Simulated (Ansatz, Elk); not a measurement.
## How far do independent atoms describe SrMnSiH?

The structure of SrMnSiH used here is made up (a known structure type with other elements) and was relaxed beforehand with PBE. The aim is the Fourier transform of its all-electron density, F(hkl), set beside the sum over free spherical atoms that refinements use.

Program: Elk 11.2.3 (patched build). Level of theory: DFT, PBE, all-electron APW+lo, Dirac cores, scalar-relativistic bands, static density, ferromagnetic start. Results are calculated unless marked as measured.

This account leaves out most program logs.

The structure was built from a prototype and need not be the compound's stable phase.

**1. Starting point**

It takes space group P3m1 (No. 156, trigonal). Conventional cell: a = 4.227 Å, b = 4.227 Å, c = 4.833 Å, α = 90.00°, β = 90.00°, γ = 120.00°. Nearest to Sr lie 3 H at 2.51 Å and 3 Si at 3.34 Å and 3 Mn at 3.36 Å. Mn has 1 H at 1.70 Å and 3 Si at 2.45 Å nearest. Si has 3 Mn at 2.45 Å and 3 H at 3.12 Å and 3 Sr at 3.34 Å nearest. Nearest to H lie 1 Mn at 1.70 Å and 3 Sr at 2.51 Å. Farther neighbours are not listed.

**2. Ground state and structure factors**

An all-electron density is needed, since X-rays see the cores too. Task 0 finds the density and task 195 Fourier-transforms it; tshift is off so that phases refer to the origin typed.

Contents of elk.in:

```
tasks
  0
  195
  196

xctype
  20

spinpol
  .true.

rgkmax
  7.0

gmaxvr
  14.0

lmaxo
  7

lmaxapw
  8

swidth
  0.002

tshift
  .false.

ramdisk
  .false.

hmaxvr
  5.5

maxscl
  120

epspot
  1e-06

reducebf
  0.8

sppath
  './'

avec
  7.98793237356 0.00000000000 0.00000000000
  -3.99396618678 6.91775235922 -0.00000000000
  0.00000000000 -0.00000000000 9.13255325770

atoms
  4
  'Sr.in'
  1
  -0.0000000000 -0.0000000000 0.9980648697   0.000000 0.000000 0.000000
  'Mn.in'
  1
  0.6666666667 0.3333333333 0.4744936421   0.000000 0.000000 -0.130000
  'Si.in'
  1
  0.3333333333 0.6666666667 0.5247538772   0.000000 0.000000 0.000000
  'H.in'
  1
  0.6666666667 0.3333333333 0.1232876110   0.000000 0.000000 0.000000

ngridk
  5 5 4
```

Started as:

```bash
$ OMP_NUM_THREADS=4 elk
```

Elapsed: 3 min, on 4 threads of INTEL XEON PLATINUM 8581C at 2.10GHz (Emerald Rapids), shared host; peak memory 0.34 GiB; 11 min of CPU time.

SFACRHO.OUT:

```text

h k l indices transformed by vhmat matrix:
   1.000000000       0.000000000       0.000000000    
   0.000000000       1.000000000       0.000000000    
   0.000000000       0.000000000       1.000000000    

      h      k      l  multipl.   |H|            Re(F)            Im(F)           |F|

      0      0      0      1   0.0000000       78.000000      0.71570876E-16   78.000000    
      0      0     -1      1  0.68799876      0.52363887      -1.9285844       1.9984083    
      0      0      1      1  0.68799876      0.52363887       1.9285844       1.9984083    
      0     -1      0      3  0.90826976       16.133869      -9.4413174       18.693320    
     -1      0      0      3  0.90826976       16.133869       9.4413174       18.693320    
     -1      1     -1      3   1.1394280       41.410462       9.2353276       42.427793    
      1     -1     -1      3   1.1394280       50.642890      -6.3605932       51.040762    
      1     -1      1      3   1.1394280       41.410462      -9.2353276       42.427793    
      1      0      1      3   1.1394280       50.642890       6.3605932       51.040762    
      0      0      2      1   1.3759975       56.576593      -3.0517802       56.658841    
      0      0     -2      1   1.3759975       56.576593       3.0517802       56.658841    
      1     -2      0      6   1.5731694       55.507419      0.55418237E-08   55.507419    
     -1      1     -2      3   1.6487338       22.180133      -7.4093211       23.384960    
      0      1      2      3   1.6487338       22.180133       7.4093211       23.384960    
     -1      0     -2      3   1.6487338       8.8375569       6.4920557       10.965820    
      1      0      2      3   1.6487338       8.8375569      -6.4920557       10.965820    
      1     -2      1      6   1.7170335       2.5515091       1.3731029       2.8975179    
      1      1     -1      6   1.7170335       2.5515091      -1.3731029       2.8975179
```

Elk indexes on the primitive cell of elk.in and gives |H| = 4π sin θ/λ in inverse bohr. Below, one row stands for each form hkl of the conventional cell (m members, Friedel mates merged), F is for one primitive cell and the density is static (no thermal factor). Free-atom factors are Waasmaier and Kirfel's, and R is Σm||F|−|F'||/Σm|F|.

```
hkl   m  sin θ/λ (Å⁻¹)  abs F, DFT  neutral atoms   diff.  abs of complex diff.
001   2          0.103       1.998          2.019  -0.020                 0.254
100   6          0.137      18.693         18.741  -0.048                 0.118
011   6          0.171      42.428         42.525  -0.097                 0.134
101   6          0.171      51.041         50.886  +0.155                 0.292
002   2          0.207      56.659         56.715  -0.056                 0.210
110   6          0.237      55.507         55.679  -0.172                 0.172
012   6          0.248      23.385         23.493  -0.108                 0.146
102   6          0.248      10.966         10.798  +0.167                 0.199
111  12          0.258       2.898          2.580  +0.317                 0.323
200   6          0.273      16.149         15.934  +0.215                 0.215
021   6          0.292      41.762         41.949  -0.187                 0.199
201   6          0.292      35.158         35.414  -0.256                 0.264
003   2          0.310       4.992          5.128  -0.136                 0.166
112  12          0.314      47.570         47.688  -0.119                 0.132
```

**3. The magnetisation density**

The same run holds the spin density, and task 196 transforms it. The order is that of the start, and no other was tried.

SFACMAG_1.OUT:

```text

h k l indices transformed by vhmat matrix:
   1.000000000       0.000000000       0.000000000    
   0.000000000       1.000000000       0.000000000    
   0.000000000       0.000000000       1.000000000    

      h      k      l  multipl.   |H|            Re(F)            Im(F)           |F|

      0      0      0      1   0.0000000       3.6929123     -0.47151444E-17   3.6929123    
      0      0     -1      1  0.68799876      -2.9918210     -0.38551636       3.0165569    
      0      0      1      1  0.68799876      -2.9918210      0.38551636       3.0165569    
      0     -1      0      3  0.90826976      -1.3495295      -2.6559192       2.9791168    
     -1      0      0      3  0.90826976      -1.3495295       2.6559192       2.9791168    
     -1      1     -1      3   1.1394280      0.94699214       2.3944580       2.5749220    
      1     -1     -1      3   1.1394280       1.4733409      -2.0821260       2.5506826    
      1     -1      1      3   1.1394280      0.94699214      -2.3944580       2.5749220    
      1      0      1      3   1.1394280       1.4733409       2.0821260       2.5506826    
      0      0      2      1   1.3759975       1.8822469     -0.71290502       2.0127312    
      0      0     -2      1   1.3759975       1.8822469      0.71290502       2.0127312    
      1     -2      0      6   1.5731694       1.8088272      0.11257819E-08   1.8088272    
     -1      1     -2      3   1.6487338     -0.29428817      -1.6990484       1.7243465    
      0      1      2      3   1.6487338     -0.29428817       1.6990484       1.7243465    
     -1      0     -2      3   1.6487338      -1.3131823       1.1110377       1.7201316    
      1      0      2      3   1.6487338      -1.3131823      -1.1110377       1.7201316
```

The total moment is 3.69 μB a cell; sphere moments: Sr1 +0.04, Mn2 +3.19, Si3 -0.12, H4 -0.02 μB. Polarised neutrons measure spin and orbital magnetisation together; without spin-orbit coupling the run gives the spin part:

```
hkl  sin θ/λ (Å⁻¹)  abs F_M (μB)
001          0.103         3.017
100          0.137         2.979
011          0.171         2.575
101          0.171         2.551
002          0.207         2.013
110          0.237         1.809
012          0.248         1.724
102          0.248         1.720
111          0.258         1.680
200          0.273         1.500
021          0.292         1.430
201          0.292         1.402
003          0.310         1.213
112          0.314         1.281
```

**4. The highest occupied states alone**

An energy window below the Fermi level keeps the highest occupied states, to see at which angles they scatter; shallow core shells can lie inside it and anion s states outside. No new self-consistency is needed.

elk.in: that of step 2 with these lines changed.

```diff
@@ -1,5 +1,3 @@
 tasks
-  0
   195
-  196
 
@@ -44,2 +42,5 @@
 
+wsfac
+  -0.222580 0.518410
+
 sppath
```

Started as:

```bash
$ OMP_NUM_THREADS=4 elk
```

It took 5 s on 4 threads; peak memory 0.18 GiB; 7.5 s of CPU time.

States within 12 eV below the Fermi level hold 14.00 electrons; any levels below the window count with the cores. Their amplitudes can exceed the total, where window and core parts have opposite phase:

| hkl | sin θ/λ (Å⁻¹) | abs F, window | abs F, all |
| --- | --- | --- | --- |
| 001 | 0.103 | 6.755 | 1.998 |
| 100 | 0.137 | 4.525 | 18.693 |
| 011 | 0.171 | 2.489 | 42.428 |
| 101 | 0.171 | 3.417 | 51.041 |
| 002 | 0.207 | 3.286 | 56.659 |
| 110 | 0.237 | 3.076 | 55.507 |
| 012 | 0.248 | 2.185 | 23.385 |
| 102 | 0.248 | 2.241 | 10.966 |
| 111 | 0.258 | 1.910 | 2.898 |
| 200 | 0.273 | 2.442 | 16.149 |

**5. Another functional**

The difference from free atoms is small, so it is set against the change that LDA (Perdew-Wang) makes.

elk.in: that of step 4 with these lines changed.

```diff
@@ -1,6 +1,8 @@
 tasks
+  0
   195
+  196
 
 xctype
-  20
+  3
 
@@ -42,5 +44,2 @@
 
-wsfac
-  -0.222580 0.518410
-
 sppath
```

Started as:

```bash
$ OMP_NUM_THREADS=4 elk
```

It took 59 s on 4 threads; peak memory 0.22 GiB; 3.4 min of CPU time.

Against the first run R = 0.06 %; the largest change is -0.044 at 102. The moment goes from 3.69 to 3.42 μB.

**6. Basis size**

A smaller basis shows how fast F responds to it; the change is likely larger than the basis error of the first run, but doesn't show convergence.

elk.in: that of step 5 with these lines changed.

```diff
@@ -6,3 +6,3 @@
 xctype
-  3
+  20
 
@@ -12,3 +12,3 @@
 rgkmax
-  7.0
+  5.5
```

Started as:

```bash
$ OMP_NUM_THREADS=4 elk
```

The job ended after 2.7 min (4 threads; peak memory 0.33 GiB).

Against the first run R = 0.03 %; the largest change is -0.040 at 002. The moment goes from 3.69 to 3.71 μB.

**7. A coarser k-mesh**

About half the k-points along each axis test the sampling.

elk.in: that of step 6 with these lines changed.

```diff
@@ -12,3 +12,3 @@
 rgkmax
-  5.5
+  7.0
 
@@ -68,2 +68,2 @@
 ngridk
-  5 5 4
+  2 2 2
```

Started as:

```bash
$ OMP_NUM_THREADS=4 elk
```

The job ended after 100 s (4 threads; peak memory 0.34 GiB).

**8. Settings against the effect**

```
              run  R against the first run (%)  R against neutral atoms, low angle (%)  wall time
    PBE, rgkmax 7                         0.00                                    0.64      3 min
LDA (Perdew-Wang)                         0.06                                    0.60       59 s
       rgkmax 5.5                         0.03                                    0.67    2.7 min
```

**9. Outcome**

```json
{
 "R against neutral atoms, sin θ/λ < 0.3 Å⁻¹": "0.64 %",
 "R against neutral atoms, 0.3 to 0.81 Å⁻¹": "0.14 %"
}
```

What this shows: Independent neutral atoms miss the calculated amplitudes by R = 0.64 % below 0.3 Å⁻¹ and 0.14 % from there to 0.81 Å⁻¹; by shells, 0.28 % below 0.15 Å⁻¹ (2 forms), 0.67 % 0.15 to 0.3 (10 forms), 0.18 % 0.3 to 0.45 (20 forms), 0.13 % above 0.45 (117 forms). Bonding, aspherical density and the tables' own atoms all enter these figures, and the runs don't part them. The largest change of an amplitude is +0.32 electrons, at 111. R counts amplitudes alone; phases shift too. The magnetic order is that of the start. No other order was tried here, and an antiferromagnetic one would change or move the magnetic intensity. The window's part falls from 14.0 electrons at the origin to at most 0.82 between 0.45 and 0.81 Å⁻¹, where compact states inside the window still scatter. Below 0.3 Å⁻¹ the changes that finished (LDA (Perdew-Wang) and rgkmax 5.5) move F by R = 0.07 % at most, against the 0.64 % that separates it from free atoms. The magnetic factors move by R = 7.0 % (LDA (Perdew-Wang)) and 1.6 % (rgkmax 5.5), so they aren't settled to better than that. The k-mesh has no finished test. Part of the difference isn't bonding: the tables are fits to free atoms and ions calculated by other methods than this functional. Thermal motion, anomalous dispersion and extinction are left out.

[Logs are printed without paths, hosts, clocks, repeated set-up lines and the standing remarks that a program may print on its own settings, such as how far it seeks lower states.]

[Hosts, paths, dates, database ids (printed as entryN), source tags and the programs' standing remarks are cut or masked in the printed files.]
